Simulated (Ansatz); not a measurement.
Two G0W0 runs on Ge2Sb2Te5 (P-3m1).

The structure is trigonal, space group P-3m1 (No. 164). The conventional cell has a = 4.294 Å, b = 4.294 Å, c = 17.101 Å, α = 90.00°, β = 90.00°, γ = 120.00°. Nearest to Ge lie 6 Te at 3.00 to 3.04 Å. Nearest to Sb lie 6 Te at 3.01 to 3.20 Å. Te has 6 Ge at 3.04 Å nearest. Nearest to Te lie 3 Ge at 3.00 Å and 3 Sb at 3.20 Å. Nearest to Te lie 3 Sb at 3.01 Å. Farther neighbours and most contacts between anions are not listed.

```xyz
9
Lattice="4.2941 0.0000 0.0000 -2.1470 3.7188 0.0000 0.0000 0.0000 17.1013" Properties=species:S:1:pos:R:3 pbc="T T T"
Ge    0.0000    2.4792   15.3417
Ge    2.1470    1.2396    1.7596
Sb    0.0000    0.0000   11.6278
Sb    0.0000    0.0000    5.4736
Te    0.0000    0.0000    0.0000
Te    2.1470    1.2396   13.6547
Te    0.0000    2.4792    3.4466
Te    0.0000    2.4792    9.9206
Te    2.1470    1.2396    7.1807
```

The cell and positions are those that the Materials Project relaxed with its own functionals (PBE, PBE+U or r2SCAN), kept fixed. Spin-orbit coupling is left out unless a run names it.

The first (Ansatz 0.2.0; start PBE, 6×6×2 mesh, 168 empty bands, screening to 42 eV, PAW set soft_1 files; 1 × NVIDIA H100 80GB HBM3 (shared by 6 runs) with 3 threads of AMD EPYC 7R13 (Zen 3), shared host) gave, on its mesh: starting gap 0.27 eV, G0W0 gap 0.23 eV, RPA ε∞ (mean) 110.77, 65 s.

The second gave: starting gap 0.27 eV, G0W0 gap 0.32 eV, RPA ε∞ (mean) 107.74, 1.7 min.

What was changed in the input? Choose among start, files, mesh, bands and cutoff, frequency model or another key.

Changed: empty bands from 168 to 477 and screening cutoff (eV) from 42 to 84. The starting gap stayed, which rules out the functional and points to the GW step. Other changes could give like numbers; this is the one that was made.

Limits: not at the basis limit; model gap, bands may invert with spin-orbit coupling; screening runs away on this mesh; no spin-orbit coupling; coarse k mesh.

[Paths, hosts, dates, memory and timing lines, banners, echoed tables and standing remarks are left out of the program output.]

[Logs are printed without paths, hosts, clocks, repeated set-up lines and the standing remarks that a program may print on its own settings, such as how far it seeks lower states.]

[Runs of the session that timed out or met a known fault of the program may be left out.]

[Cells called generated may have been cut or substituted from an entry of the Crystallography Open Database or the Materials Project.]

[Hosts, paths, dates, database ids (printed as entryN), source tags and the programs' standing remarks are cut or masked in the printed files.]
